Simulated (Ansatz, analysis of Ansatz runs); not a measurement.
# Migration in Al3GaN4 (Pm): V_Al hop (3.1 Å), charge −3, part 4 of 4

How high is the barrier when Al changes place in Al3GaN4 (Pm)? The case: V_Al hop (3.1 Å), charge −3, in a cell of 96 host atoms with 1 Al taken out.

Ansatz 0.2.0; plane-wave PAW DFT, PBEsol; nudged elastic band between two relaxed defect structures at fixed charge in a uniform background.

So far, barrier forward (eV): step 4 (nudged elastic band, charge −3) 2.51.

### 5. Single point at the start point, PBEsol, denser k-mesh

Three single points on a mesh of more k-points (start, top, end) test the sampling. The start is shown; top and end are run alike.

This step: plane-wave PAW DFT, PBEsol; single point of a defect supercell on a structure of the PBEsol path.

Input file qm3.start.mesh/input.yaml:

```yaml
crystal:
  lattice:
    - [10.08692303, 0.0, 0.00025291]
    - [0.0, 9.39015873, 0.0]
    - [-0.00644803, 0.0, 10.83602103]
  atoms:
    - { symbol: Al, position: [0.249543, 0.16654633, 0.08274357] }
    - { symbol: Al, position: [-0.00043016, 0.16660779, 0.41802037] }
    - { symbol: Al, position: [-0.00040797, 3.741e-05, 0.1656089] }
    - { symbol: Ga, position: [0.25030203, -2.001e-05, 0.33372167] }
    - { symbol: "N", position: [0.05565899, 0.00115832, 0.33204579] }
    - { symbol: "N", position: [0.0606147, 0.16657251, 0.08278677] }
    - { symbol: "N", position: [0.31270598, 0.16660458, 0.42045854] }
    - { symbol: "N", position: [0.31041641, 0.00083374, 0.16293369] }
    - { symbol: Al, position: [0.25178322, 0.16654097, 0.58475984] }
    - { symbol: Al, position: [8.762e-05, 0.16661755, 0.91611005] }
    - { symbol: Al, position: [0.00043428, 0.00019414, 0.66505151] }
    - { symbol: Ga, position: [0.25113502, -0.00137552, 0.83231083] }
    - { symbol: "N", position: [0.05663298, 1.61e-05, 0.83311776] }
    - { symbol: "N", position: [0.06252617, 0.16657201, 0.58307312] }
    - { symbol: "N", position: [0.31231499, 0.16662155, 0.91999726] }
    - { symbol: "N", position: [0.31180108, 0.00031831, 0.66345566] }
    - { symbol: Al, position: [0.25071832, 0.49985387, 0.08338099] }
    - { symbol: Al, position: [0.00043044, 0.49933941, 0.41691089] }
    - { symbol: Al, position: [-0.00039311, 0.33312723, 0.16559928] }
    - { symbol: Ga, position: [0.25029909, 0.33316084, 0.3336967] }
    - { symbol: "N", position: [0.05567269, 0.33202366, 0.33204588] }
    - { symbol: "N", position: [0.06155118, 0.49944865, 0.08434028] }
    - { symbol: "N", position: [0.3127556, 0.4992631, 0.41878509] }
    - { symbol: "N", position: [0.31042962, 0.33225898, 0.16291993] }
    - { symbol: Al, position: [0.25214186, 0.50122303, 0.58436055] }
    - { symbol: Al, position: [0.00017882, 0.5006648, 0.91706116] }
    - { symbol: Al, position: [0.00047356, 0.33297204, 0.66503542] }
    - { symbol: Ga, position: [0.25115338, 0.33449966, 0.83230568] }
    - { symbol: "N", position: [0.05666314, 0.33320523, 0.83310989] }
    - { symbol: "N", position: [0.06031518, 0.49459137, 0.58024066] }
    - { symbol: "N", position: [0.31338905, 0.49874509, 0.92159687] }
    - { symbol: "N", position: [0.31179678, 0.33276423, 0.6634672] }
    - { symbol: Al, position: [0.25069222, 0.83324678, 0.08339329] }
    - { symbol: Al, position: [0.00044368, 0.83385963, 0.41691923] }
    - { symbol: Al, position: [6.665e-05, 0.66658414, 0.16564723] }
    - { symbol: Ga, position: [0.25128748, 0.66656431, 0.33393835] }
    - { symbol: "N", position: [0.056644, 0.66659655, 0.33235152] }
    - { symbol: "N", position: [0.06152703, 0.8337119, 0.08434594] }
    - { symbol: "N", position: [0.3127535, 0.83393026, 0.41881863] }
    - { symbol: "N", position: [0.31173142, 0.66655288, 0.16275586] }
    - { symbol: Al, position: [0.25210643, 0.83186829, 0.5843843] }
    - { symbol: Al, position: [0.00016936, 0.83256996, 0.91706416] }
    - { symbol: Al, position: [0.013116, 0.66658141, 0.66542736] }
    - { symbol: Ga, position: [0.25514027, 0.666552, 0.83134608] }
    - { symbol: "N", position: [0.05583553, 0.66661869, 0.8375323] }
    - { symbol: "N", position: [0.06027967, 0.83857132, 0.58025554] }
    - { symbol: "N", position: [0.31334635, 0.83449858, 0.92160712] }
    - { symbol: "N", position: [0.27951087, 0.66654227, 0.66309323] }
    - { symbol: Al, position: [0.74942889, 0.16655025, 0.08332641] }
    - { symbol: Al, position: [0.50185327, 0.16660896, 0.42037756] }
    - { symbol: Al, position: [0.49992271, 0.0012997, 0.16583029] }
    - { symbol: Ga, position: [0.74695629, -0.0011485, 0.33438721] }
    - { symbol: "N", position: [0.55392125, 0.00225025, 0.33071575] }
    - { symbol: "N", position: [0.56069283, 0.16657373, 0.08198016] }
    - { symbol: "N", position: [0.81162061, 0.1665969, 0.42069331] }
    - { symbol: "N", position: [0.81119945, 0.00011644, 0.16324155] }
    - { symbol: Al, position: [0.74684543, 0.16653626, 0.58517584] }
    - { symbol: Al, position: [0.50060235, 0.16662156, 0.91558634] }
    - { symbol: Al, position: [0.50279917, -0.00529075, 0.664108] }
    - { symbol: Ga, position: [0.74924553, -0.00086754, 0.83221092] }
    - { symbol: "N", position: [0.55562358, 0.0003728, 0.83394555] }
    - { symbol: "N", position: [0.55920447, 0.16655142, 0.58652717] }
    - { symbol: "N", position: [0.81273101, 0.16660644, 0.92036291] }
    - { symbol: "N", position: [0.81372917, 0.00115229, 0.66396084] }
    - { symbol: Al, position: [0.74856018, 0.4998323, 0.08190947] }
    - { symbol: Al, position: [0.50267309, 0.50015072, 0.42107157] }
    - { symbol: Al, position: [0.49993289, 0.33186271, 0.16583035] }
    - { symbol: Ga, position: [0.74695301, 0.33428205, 0.33437758] }
    - { symbol: "N", position: [0.55393936, 0.33092222, 0.33070368] }
    - { symbol: "N", position: [0.5605288, 0.49675197, 0.08651341] }
    - { symbol: "N", position: [0.81453558, 0.50049216, 0.41783615] }
    - { symbol: "N", position: [0.81122361, 0.33299557, 0.16323713] }
    - { symbol: Al, position: [0.74755826, 0.50171047, 0.58404376] }
    - { symbol: Al, position: [0.50260783, 0.50258053, 0.91632965] }
    - { symbol: Al, position: [0.50279614, 0.33843536, 0.66410855] }
    - { symbol: Ga, position: [0.74927474, 0.33400988, 0.83220308] }
    - { symbol: "N", position: [0.55563272, 0.33288585, 0.83392314] }
    - { symbol: "N", position: [0.56963166, 0.48207226, 0.57365083] }
    - { symbol: "N", position: [0.81417658, 0.49838, 0.92016988] }
    - { symbol: "N", position: [0.81376438, 0.3319362, 0.66394525] }
    - { symbol: Al, position: [0.74854159, 0.83325708, 0.08190602] }
    - { symbol: Al, position: [0.50266078, 0.83305863, 0.42105829] }
    - { symbol: Al, position: [0.50164993, 0.66658472, 0.16478507] }
    - { symbol: Ga, position: [0.74847191, 0.66656031, 0.33307493] }
    - { symbol: "N", position: [0.55512536, 0.66658945, 0.33152757] }
    - { symbol: "N", position: [0.56051381, 0.83640006, 0.08649356] }
    - { symbol: "N", position: [0.81454784, 0.83272549, 0.41781752] }
    - { symbol: "N", position: [0.81133526, 0.66655778, 0.16176241] }
    - { symbol: Al, position: [0.74756456, 0.83134141, 0.58403063] }
    - { symbol: Al, position: [0.50258845, 0.83065076, 0.91632531] }
    - { symbol: Ga, position: [0.74519113, 0.6665726, 0.82903659] }
    - { symbol: "N", position: [0.56254979, 0.6666121, 0.85257033] }
    - { symbol: "N", position: [0.56961951, 0.85106356, 0.57363329] }
    - { symbol: "N", position: [0.81415855, 0.83483977, 0.92016992] }
    - { symbol: "N", position: [0.81954621, 0.66653078, 0.66246275] }
total_charge: -3
basis:
  ecutwfc: 420
  xc_grid: 2
hamiltonian:
  xc: pbesol
kpoints:
  mp_grid: { grid: [2, 2, 2], shift: [0.5, 0.5, 0.5] }
scf:
  occupations: { method: fixed }
  max_iter: 100
output:
  forces: true
  eigenvalues: true
checkpoint:
  write: "../qm3.start.mesh.run"
  compress: false
  write_wavefunctions: false
  write_every: 100000
```

Run with:

```console
ansatz run input.yaml --threads 32 --pin off --max-ram 84787MiB --backend cuda --events-out ev --progress --plain --runs-dir out --max-vram 78GiB
```

Numbers of over 12 decimals in the logs are rounded to 6 here.

The program printed:

```text
[...]
Crystal: 95 atoms, lattice volume = 1026.364 Å³
Basis set: ecut = 420 eV, 20007 PW (Γ), exchange–correlation on 144×128×150 points (8 copies of the dense FFT grid, shifted against one another)
Bands: 347, of which v1, the nominal top of the filled ones, is band 252 counted from 1 (251 counted from 0)
Symmetry: 1 space group operations
[...]
k-points: 4 of 8 (time reversal used)
[...]
SCF iter   1: F=—  HF=-81530.796909 eV  |F-HF|=—  |Δ(HF+E_count)|=         —  Δρ=2.33e-2  dr2=5.06e0  ethr=1.77e-3  ⟨swp⟩=4.8  Hψ=4994  notcnv=0  defer=364
[...]
SCF iter   9: F=—  HF=-81529.002160 eV  |F-HF|=—  |Δ(HF+E_count)|=   1.42e-6  Δρ=8.57e-6  dr2=8.62e-7  ethr=9.34e-10  ⟨swp⟩=3.0  Hψ=1919  notcnv=0  defer=130
[...]
SCF 1 converged in 11 iterations: F = -81529.002160 eV  dr2 = 1.42e-8
[...]
SCF converged after 11 iterations
[...]
```

Run time: 2.3 s. Hardware: 1 × NVIDIA GB200 with 32 threads of Arm Neoverse V2, shared host; peak memory 1.3 GiB.

Read from the output:

- free energy: -81529.0022 eV

### 6. Barrier from single points, PBEsol, denser k-mesh

Analysis of the runs above: barrier from PBEsol single points on the PBEsol path.

It gives:

```
barrier forward  : 2.509 eV
barrier backward : 2.336 eV
end less start   : 0.1726 eV
```

This gives 2.509 eV against the band's 2.511 eV (backward 2.336 against 2.341 eV). This mesh holds only the band's own point and its sign variants, so it tests the average over those and no finer sampling.

### 7. Single point at the start point, HSE06

A whole band with exact exchange would cost too much, so three single points on the path found stand in. The start is shown; top and end are run alike.

This step: plane-wave PAW DFT, HSE06; single point of a defect supercell on a structure of the PBEsol path.

qm3.start.hse06/input.yaml, as its differences from qm3.start.mesh/input.yaml of step 5:

```diff
@@ -106,5 +106,5 @@
 hamiltonian:
-  xc: pbesol
+  xc: hse06
 kpoints:
-  mp_grid: { grid: [2, 2, 2], shift: [0.5, 0.5, 0.5] }
+  mp_grid: { grid: [1, 1, 1], shift: [0.25, 0.25, 0.25] }
 scf:
@@ -116,3 +116,3 @@
 checkpoint:
-  write: "../qm3.start.mesh.run"
+  write: "../qm3.start.hse06.run"
   compress: false
```

The program printed:

```text
[...]
Warning: kpoints.mp_grid.shift: disabling space-group detection — at a shift other than 0 and half a step a hybrid functional's run that is held to the crystal's symmetry can end above its lowest state, and by default nothing tells of it, so the full k-mesh [...]
exact exchange: scf.exx.singularity resolves to wigner_seitz, which cuts the screened interaction at the faces of the exchange supercell's Wigner-Seitz cell, so that each pair interacts once, at the shortest of its separations (the periodic images that this [...]
[...]
davidson cushion auto → on  (no smearing: the cushion is to keep the highest requested band from converging to the state above it; pin scf.eigensolver.cushion to override)
[...]
Crystal: 95 atoms, lattice volume = 1026.364 Å³
Basis set: ecut = 420 eV, 20007 PW (Γ), exchange–correlation on 144×128×150 points (8 copies of the dense FFT grid, shifted against one another)
Bands: 347, of which v1, the nominal top of the filled ones, is band 252 counted from 1 (251 counted from 0)
Symmetry: 1 space group operations
k-points: 1
[...]
hybrid outer 1: dexx = +2.079e-1 eV, tail = 2.95e-4 eV
[...]
SCF 3 converged in 5 iterations: F = -82737.366316 eV  dr2 = 2.09e-8
[...]
hybrid outer 2: dexx = +4.956e-6 eV, tail = 1.16e-7 eV, Δε = 1.73e-3 eV (about 4.34e-5 eV left of the loop's levels), ΔF = 6.26e-3 eV/Å (tail 5.94e-4)
[...]
[... 2 atoms left out ...]
  atom  71  N      0.02138417    -0.01399074     0.00717396
  [... 1 atom left out ...]
  atom  73  Al    -0.04064113    -0.01294703    -0.05238091
  [... 1 atom left out ...]
  atom  75  Al     0.01623306     0.04721467    -0.06975448
  [... 2 atoms left out ...]
  atom  78  N      0.05859363    -0.12225518    -0.07268175
  [... 10 atoms left out ...]
  atom  89  Al    -0.04320852     0.01437396    -0.05173203
  [... 1 atom left out ...]
  atom  91  Ga     0.00448567    -0.00105992     0.03961798
  atom  92  N     -0.03768080    -0.00099450     0.17092039
  atom  93  N      0.06061940     0.12308030    -0.07206652
  [... 1 atom left out ...]
  atom  95  N     -0.04691325     0.00165682    -0.03797489
  max |Σ_I F_I| component: 1.20e-3 eV/Å
--- Band table (eV) ---
[...]
```

The job ended after 11 s (1 × NVIDIA GB200 with 32 threads; peak memory 2.7 GiB; 38 s of CPU time).

Numbers from this step:

```yaml
free_energy: -82737.3663 eV
```

### 8. Barrier from single points, HSE06

Analysis of the runs above: barrier from HSE06 single points on the PBEsol path.

It gives:

| Quantity | Value |
| --- | --- |
| barrier forward | 2.750 eV |
| barrier backward | 2.534 eV |
| end less start | 0.2161 eV |

This gives 2.750 eV against the band's 2.511 eV.

### 9. Single point at the start point, LDA

Three single points with LDA show how much the barrier depends on that choice; lattice and path are kept. The start is shown; top and end are run alike.

This step: plane-wave PAW DFT, LDA; single point of a defect supercell on a structure of the PBEsol path.

qm3.start.lda/input.yaml, as its differences from qm3.start.hse06/input.yaml of step 7:

```diff
@@ -106,3 +106,3 @@
 hamiltonian:
-  xc: hse06
+  xc: lda
 kpoints:
@@ -116,3 +116,3 @@
 checkpoint:
-  write: "../qm3.start.hse06.run"
+  write: "../qm3.start.lda.run"
   compress: false
```

The program printed:

```text
[...]
Crystal: 95 atoms, lattice volume = 1026.364 Å³
Basis set: ecut = 420 eV, 20007 PW (Γ), exchange–correlation on 144×128×150 points (8 copies of the dense FFT grid, shifted against one another)
Bands: 347, of which v1, the nominal top of the filled ones, is band 252 counted from 1 (251 counted from 0)
Symmetry: 1 space group operations
[...]
k-points: 1
[...]
SCF iter   1: F=—  HF=-80473.683638 eV  |F-HF|=—  |Δ(HF+E_count)|=         —  Δρ=2.33e-2  dr2=4.90e0  ethr=1.77e-3  ⟨swp⟩=5.0  Hψ=1252  notcnv=0  defer=91
[...]
SCF iter   9: F=—  HF=-80471.916666 eV  |F-HF|=—  |Δ(HF+E_count)|=   3.83e-7  Δρ=7.89e-6  dr2=7.15e-7  ethr=7.71e-10  ⟨swp⟩=3.0  Hψ=506  notcnv=0  defer=34
[...]
SCF 1 converged in 10 iterations: F = -80471.916666 eV  dr2 = 4.80e-8
[...]
SCF converged after 10 iterations
[...]
[... 7 atoms left out ...]
  atom  66  Al    -0.00364431    -0.00410173     0.05643946
  [... 4 atoms left out ...]
  atom  71  N     -0.03081614    -0.00603426    -0.05637087
  [... 1 atom left out ...]
  atom  73  Al    -0.05909043    -0.00864084    -0.01440798
  [... 1 atom left out ...]
  atom  75  Al     0.01113087     0.03677501    -0.03205479
  [... 2 atoms left out ...]
  atom  78  N      0.06994442    -0.16406600    -0.10106051
  [... 10 atoms left out ...]
  atom  89  Al    -0.05984343     0.00798161    -0.01362030
  [... 1 atom left out ...]
  atom  91  Ga    -0.04949914    -0.00274478     0.04503651
  atom  92  N      0.11927923    -0.00141215     0.18053344
  atom  93  N      0.07020900     0.16584114    -0.10128281
  [... 1 atom left out ...]
  atom  95  N     -0.03672374     0.00133560     0.02673890
  max |Σ_I F_I| component: 8.63e-6 eV/Å
--- Band table (eV) ---
[...]
```

Elapsed: 1.7 s, on 1 × NVIDIA GB200 with 32 threads; peak memory 1.4 GiB; 4 s of CPU time.

Read from the output:

```yaml
free_energy: -80471.9167 eV
```

### 10. Barrier from single points, LDA

Analysis of the runs above: barrier from LDA single points on the PBEsol path.

It gives:

```
barrier forward  : 2.579 eV
barrier backward : 2.398 eV
end less start   : 0.1812 eV
```

This gives 2.579 eV against the band's 2.511 eV.

### 11. Single point at the start point, r2SCAN

Three single points with a meta-GGA, at its higher cutoff of 500 eV, show what it does to the barrier on the path found. The start is shown; top and end are run alike.

This step: plane-wave PAW DFT, r2SCAN; single point of a defect supercell on a structure of the PBEsol path.

qm3.start.r2scan/input.yaml, as its differences from qm3.start.lda/input.yaml of step 9:

```diff
@@ -103,6 +103,6 @@
 basis:
-  ecutwfc: 420
+  ecutwfc: 500
   xc_grid: 2
 hamiltonian:
-  xc: lda
+  xc: r2scan
 kpoints:
@@ -116,3 +116,3 @@
 checkpoint:
-  write: "../qm3.start.lda.run"
+  write: "../qm3.start.r2scan.run"
   compress: false
```

The program printed:

```text
[...]
Crystal: 95 atoms, lattice volume = 1026.364 Å³
Basis set: ecut = 500 eV, 25977 PW (Γ), exchange–correlation on 150×144×160 points (8 copies of the dense FFT grid, shifted against one another)
Bands: 347, of which v1, the nominal top of the filled ones, is band 252 counted from 1 (251 counted from 0)
Symmetry: 1 space group operations
[...]
k-points: 1
[...]
SCF iter   1: F=—  HF=-82963.688880 eV  |F-HF|=—  |Δ(HF+E_count)|=         —  Δρ=1.22e-2  dr2=1.94e0  dr2_τ=6.62e0  ethr=1.77e-3  ⟨swp⟩=5.0  Hψ=1265  notcnv=0  defer=90
[...]
SCF iter   8: F=—  HF=-82966.212655 eV  |F-HF|=—  |Δ(HF+E_count)|=   5.89e-4  Δρ=2.42e-5  dr2=6.76e-6  dr2_τ=1.02e-6  ethr=3.20e-9  ⟨swp⟩=3.0  Hψ=506  notcnv=0  defer=33
[...]
SCF 1 converged in 10 iterations: F = -82966.212654 eV  dr2 = 3.82e-8
[...]
SCF converged after 10 iterations
[...]
[... 7 atoms left out ...]
  atom  66  Al    -0.01342087     0.00316765     0.08630960
  [... 4 atoms left out ...]
  atom  71  N      0.04650998    -0.01244784     0.03179506
  [... 1 atom left out ...]
  atom  73  Al    -0.07162998     0.00157238    -0.01657483
  [... 1 atom left out ...]
  atom  75  Al     0.00675982     0.05816085    -0.03841415
  [... 2 atoms left out ...]
  atom  78  N      0.04659083    -0.09866139    -0.06126842
  [... 10 atoms left out ...]
  atom  89  Al    -0.07395722    -0.00065138    -0.01588502
  [... 1 atom left out ...]
  atom  91  Ga    -0.04095956    -0.00157911     0.00529002
  atom  92  N     -0.03649666    -0.00075256     0.13246172
  atom  93  N      0.04843573     0.09982119    -0.06053981
  [... 1 atom left out ...]
  atom  95  N     -0.03113797     0.00166249    -0.06224177
  max |Σ_I F_I| component: 5.09e-2 eV/Å
--- Band table (eV) ---
[...]
```

It took 2.1 s on 1 × NVIDIA GB200 with 32 threads; peak memory 1.4 GiB.

Read from the output:

```yaml
free_energy: -82966.2127 eV
```

### 12. Barrier from single points, r2SCAN

Analysis of the runs above: barrier from r2SCAN single points on the PBEsol path.

It gives:

```
barrier forward  : 2.733 eV
barrier backward : 2.529 eV
end less start   : 0.2032 eV
```

This gives 2.733 eV against the band's 2.511 eV.

### 13. Results

```json
{"barrier forward": "2.51 eV", "barrier backward": "2.34 eV", "end less start": "0.17 eV", "hop length": "3.03 Å", "band iterations, as the log counts them": "12", "barrier from single points, PBEsol, denser k-mesh": "2.51 eV", "barrier from single points, HSE06": "2.75 eV", "barrier from single points, LDA": "2.58 eV", "barrier from single points, r2SCAN": "2.73 eV"}
```

The top of the band lies 2.51 eV above the start and 2.34 eV above the end. With an assumed prefactor of 1e13 per second it gives one hop a second along this one path at about 970 K; whether such hops link up through the crystal wasn't checked. Across functionals on this path (PBEsol 2.511, HSE06 2.750, LDA 2.579 and r2SCAN 2.733 eV) the forward values spread by 0.239 eV. The order of the top as a saddle was not checked for all atoms, so a bent path could be lower. No image-charge correction is applied; it largely cancels along a path if the charge stays localised alike. Limits: one k-point off the zone centre stands for the whole zone.

[Logs are printed without paths, hosts, clocks, repeated set-up lines and the standing remarks that a program may print on its own settings, such as how far it seeks lower states.]

[Hosts, paths, dates, database ids (printed as entryN), source tags and the programs' standing remarks are cut or masked in the printed files.]
